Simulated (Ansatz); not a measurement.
GeH6CI3N (CH3NH3GeI3), computed twice by G0W0.

The structure was built from a prototype and need not be the compound's stable phase.

```cif
data_structure
_symmetry_space_group_name_H-M 'P 1'
_symmetry_Int_Tables_number 1
_cell_length_a 5.8705
_cell_length_b 5.9492
_cell_length_c 5.8659
_cell_angle_alpha 88.198
_cell_angle_beta 88.749
_cell_angle_gamma 84.373
_cell_volume 203.74
loop_
_atom_site_label
_atom_site_type_symbol
_atom_site_fract_x
_atom_site_fract_y
_atom_site_fract_z
_atom_site_occupancy
C1 C 0.92821 0.91340 0.98462 1
N2 N 0.07645 0.09765 0.00856 1
H3 H 0.03699 0.75312 0.97069 1
H4 H 0.18522 0.11057 0.86657 1
H5 H 0.82639 0.94709 0.83010 1
H6 H 0.97894 0.25206 0.02493 1
H7 H 0.81449 0.90705 0.13549 1
H8 H 0.17906 0.07239 0.15237 1
Ge9 Ge 0.51869 0.51642 0.53079 1
I10 I 0.51495 0.46985 0.00102 1
I11 I 0.44592 0.98317 0.50193 1
I12 I 0.98488 0.47643 0.49263 1
```

The structure was relaxed with PBEsol-D3(BJ). The runs that relaxed it are not among those shown. Spin-orbit coupling is left out unless a run names it.

The first (Ansatz 0.2.0; start PBEsol, 4×4×4 mesh, 685 empty bands, screening to 130 eV, PAW set soft_1 files; 1 × NVIDIA H100 80GB HBM3 (shared by 6 runs) with 2 threads of AMD EPYC 7R13 (Zen 3), shared host) gave, on its mesh: starting gap 0.87 eV, G0W0 gap 1.28 eV, RPA ε∞ (mean) 11.58, 4.7 min.

The second gave: starting gap 0.87 eV, G0W0 gap 1.11 eV, RPA ε∞ (mean) 11.63, 55 s.

**Question.** What was changed in the input? Choose among start, files, mesh, bands and cutoff, frequency model or another key.

Changed: empty bands from 685 to 173 and screening cutoff (eV) from 130.0 to 52. The starting gap stayed, which rules out the functional and points to the GW step. Other changes could give like numbers; this is the one that was made.

Limits: not at the basis limit; no spin-orbit coupling; coarse k mesh.

[Paths, hosts, dates, memory and timing lines, banners, echoed tables and standing remarks are left out of the program output.]

[Logs are printed without paths, hosts, clocks, repeated set-up lines and the standing remarks that a program may print on its own settings, such as how far it seeks lower states.]

[Runs of the session that timed out or met a known fault of the program may be left out.]

[Cells called generated may have been cut or substituted from an entry of the Crystallography Open Database or the Materials Project.]

[Hosts, paths, dates, database ids (printed as entryN), source tags and the programs' standing remarks are cut or masked in the printed files.]
